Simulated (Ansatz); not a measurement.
An input for Ansatz 0.2.0 (GeH6CBr3N (CH3NH3GeBr3)):

The structure was built from a prototype and need not be the compound's stable phase.

```yaml
crystal:
  lattice:
    - [5.5467969221, 0.3702694348, 0.0049253558]
    - [0.3702694348, 5.6450359083, -0.046829508]
    - [0.0049253558, -0.046829508, 5.5495500431]
  atoms:
    - { symbol: C, position: [0.9290273899, 0.9115766737, 1.002304231] }
    - { symbol: "N", position: [0.082932378, 0.1051282868, -0.0021496463] }
    - { symbol: H, position: [1.0472006063, 0.7401270702, 1.0007242073] }
    - { symbol: H, position: [0.192228908, 1.0925891574, 0.8439182886] }
    - { symbol: H, position: [0.81193204, -0.0760669468, 0.842588036] }
    - { symbol: H, position: [-0.0238869375, 0.2701527467, -0.0014611858] }
    - { symbol: H, position: [0.8177735738, -0.0694615116, 0.1667816348] }
    - { symbol: H, position: [0.1960831932, 1.0992905295, 0.1481715727] }
    - { symbol: Ge, position: [0.5122581063, 0.510998608, 0.479648026] }
    - { symbol: Br, position: [0.5190301639, 0.4745762345, 0.018859772] }
    - { symbol: Br, position: [0.4382141512, -0.0289307855, 0.4965308816] }
    - { symbol: Br, position: [-0.0332405306, 0.4691841807, 0.5037707734] }
kpoints:
  mp_grid: { grid: [4, 4, 4] }
  band_path:
    path: [[0.0, 0.0, 0.0], [0.5, 0.0, 0.0], [0.5, 0.5, 0.0], [0.5, 0.5, 0.5]]
    npoints: 1
hamiltonian:
  xc: hse06
  pseudopotentials: { kind: paw, azcp: { folder: soft_1 } }
scf:
  occupations: { method: fixed }
  n_extra_bands: 8
output:
  eigenvalues: true
```

```sh
ansatz run input.yaml --threads 2 --pin off --max-ram 92160MiB --backend cuda --events-out ev --progress --plain --runs-dir out --devices 1 --max-vram 13GiB
```

Estimate wall time and host memory on 1 × NVIDIA H100 80GB HBM3 (shared by 6 runs) with 2 threads of AMD EPYC 7R13 (Zen 3), shared host.

It took 50 s; on shared hardware allow 25 s to 100 s. Peak host memory was 1.7 GiB. The sizes that set the cost: 3385 plane waves a state, 36 irreducible k points and 15 SCF cycles.

Exact exchange couples every pair of k points and filled bands, so it costs far more than a semilocal run.

[Paths, hosts, dates, memory and timing lines, banners, echoed tables and standing remarks are left out of the program output.]

[Logs are printed without paths, hosts, clocks, repeated set-up lines and the standing remarks that a program may print on its own settings, such as how far it seeks lower states.]

[Runs of the session that timed out or met a known fault of the program may be left out.]

[Cells called generated may have been cut or substituted from an entry of the Crystallography Open Database or the Materials Project.]

[Hosts, paths, dates, database ids (printed as entryN), source tags and the programs' standing remarks are cut or masked in the printed files.]
